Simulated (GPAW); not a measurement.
GaN (P6_3mc): refractive index against wavelength

The refractive index of GaN (P6_3mc) along x below the direct gap (1.94 eV on the mesh) is read from one computed spectrum, n = √(Re ε). x, y and z are the Cartesian axes of the input cell.

It takes space group P6_3mc (No. 186, hexagonal). Conventional cell: a = 3.180 Å, b = 3.180 Å, c = 5.166 Å, α = 90.00°, β = 90.00°, γ = 120.00°. Ga on site b is surrounded by 4 N at 1.94 to 1.95 Å. Around N on site b lie 4 Ga at 1.94 to 1.95 Å.

Method: GPAW 26.7.0, PBE, RPA, k-mesh 12×12×6, local fields up to 50 eV, Lorentzian half width 0.15 eV.

Launch of the response step: `OMP_NUM_THREADS=1 python df.py`. The run took 98 s, its band step included, on 1 thread of Arm Neoverse V1, with other jobs on the host.

| wavelength (nm) | photon energy E (eV) | n |
| --- | --- | --- |
| 3000 | 0.413 | 2.3680 |
| 2000 | 0.620 | 2.3754 |
| 1550 | 0.800 | 2.3846 |
| 1310 | 0.946 | ? |
| 1064 | 1.165 | 2.4139 |

In the single-oscillator model n² − 1 = E₀E_d/(E₀² − E²), so 1/(n² − 1) = E₀/E_d − E²/(E₀E_d) is linear in E².

Working, on the rows shown:

| x = E² (eV²) | y = 1/(n² − 1) |
| --- | --- |
| 0.170801 | 0.217041 |
| 0.384302 | 0.2154 |
| 0.639837 | 0.213387 |
| 1.35784 | 0.207172 |

Means: x̄ = 0.6382, ȳ = 0.21325. Σ(x − x̄)(y − ȳ) = -0.006692, Σ(x − x̄)² = 0.8008. Slope = -0.006692 / 0.8008 = -0.008356; intercept = ȳ − slope · x̄ = 0.21858. Turned back into n, the line misses the rows shown by at most 0.0007.

Q: Fill in the last column of the withheld row.

A: At x = 0.89576 the line gives y = 0.2111, that is 2.3952. The run gave 2.3945, so the interpolation is off by 0.00073, 1.6 % of the range in the table.

Refitted with all rows, the slope is -0.008318 and the intercept 0.21859. These give E₀ = √(intercept/−slope) = 5.13 eV and E_d = E₀/intercept = 23.5 eV; E₀ is 2.6 times the direct gap. The electronic limit at long wavelengths, without lattice vibrations, is n = √(1 + 1/intercept) = 2.361. The cell comes from an older database entry, whose edges can be off by a per cent or so. Excitons are left out; PBE gaps are as a rule too small. The values come from a sum over the points of one k-mesh and carry its error, which grows as the direct gap shrinks. Spin-orbit coupling is left out.
